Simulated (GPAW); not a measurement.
Two runs for the O K edge of atom 3 in PbO (Litharge, P4/nmm). Run A: GPAW, RPBE, full core hole (charged cell), 16-atom cell with 7.5 Å between holes, 4×4×4 k points, dipole transitions, Gaussian full width 0.9 eV up to 4 eV, rising linearly to 3.5 eV at 25 eV, without spin-orbit coupling. Run B differs in one choice.

Energy from the lowest empty level; intensity scaled to a mean of 1 over the first 20 eV:

```tsv
E (eV)	A	B
-2.0	0.00	0.00
-1.5	0.00	0.00
-1.0	0.00	0.00
-0.5	0.00	0.00
0.0	0.04	0.03
0.5	0.36	0.20
1.0	1.38	0.85
1.5	2.22	2.02
2.0	2.00	2.20
2.5	1.29	1.22
3.0	0.88	0.75
3.5	1.11	1.00
4.0	1.52	1.54
4.5	1.74	1.84
5.0	1.90	2.16
5.5	2.03	2.38
6.0	1.62	1.80
6.5	0.95	1.11
7.0	0.53	0.64
7.5	0.46	0.41
8.0	0.48	0.39
8.5	0.44	0.42
9.0	0.38	0.41
9.5	0.36	0.40
10.0	0.39	0.39
10.5	0.50	0.47
11.0	0.69	0.62
11.5	0.87	0.78
12.0	0.98	0.87
12.5	0.99	0.92
13.0	0.97	0.94
13.5	0.99	0.99
14.0	1.09	1.10
14.5	1.23	1.24
15.0	1.34	1.34
15.5	1.37	1.36
16.0	1.30	1.31
16.5	1.16	1.20
17.0	0.97	1.04
17.5	0.79	0.87
18.0	0.64	0.71
18.5	0.55	0.59
19.0	0.53	0.54
19.5	0.56	0.54
20.0	0.61	0.57
20.5	0.67	0.63
21.0	0.71	0.68
21.5	0.75	0.72
22.0	0.79	0.76
22.5	0.82	0.79
23.0	0.86	0.82
23.5	0.90	0.85
24.0	0.93	0.89
24.5	0.97	0.93
25.0	1.00	0.98
25.5	1.04	1.04
26.0	1.08	1.11
26.5	1.13	1.17
27.0	1.17	1.22
27.5	1.20	1.25
28.0	1.21	1.26
28.5	1.20	1.25
29.0	1.18	1.21
29.5	1.14	1.17
30.0	1.08	1.11
30.5	1.03	1.06
31.0	0.98	1.00
31.5	0.93	0.95
32.0	0.89	0.90
```

The database entry behind the starting cell differs from later determinations by our own check (an axis about 0.4 % long against later determinations), so it need not match the best structure at ambient conditions.

**Question.** What was changed?
a) the size of the supercell
b) the broadening
c) the volume of the cell
d) the plane-wave cutoff

(a): run B changes the supercell atoms from 16 to 4, and the k mesh follows the cell. Against the first run the r.m.s. difference is 12 %. Another feature, at 5.4 eV (2.40), becomes the highest below 16 eV; the one at 1.6 eV (2.24) is now at 1.8 eV (2.33). Other settings could leave a like mark; this is the one that was changed.

[Banner, clock and machine lines of the logs are left out without a mark of their own.]

[Logs are printed without paths, hosts, clocks, repeated set-up lines and the standing remarks that a program may print on its own settings, such as how far it seeks lower states.]

[Hosts, paths, dates, database ids (printed as entryN), source tags and the programs' standing remarks are cut or masked in the printed files.]

[Lists of maxima count a maximum above −3 eV only where it reaches 4 % of the highest in the window and stands out from its surroundings by 2 % of it (1.5 % where it reaches 55 %); shoulders and weaker maxima are passed over, and of the rest the first, up to two pre-edge ones and the few strongest are named.]
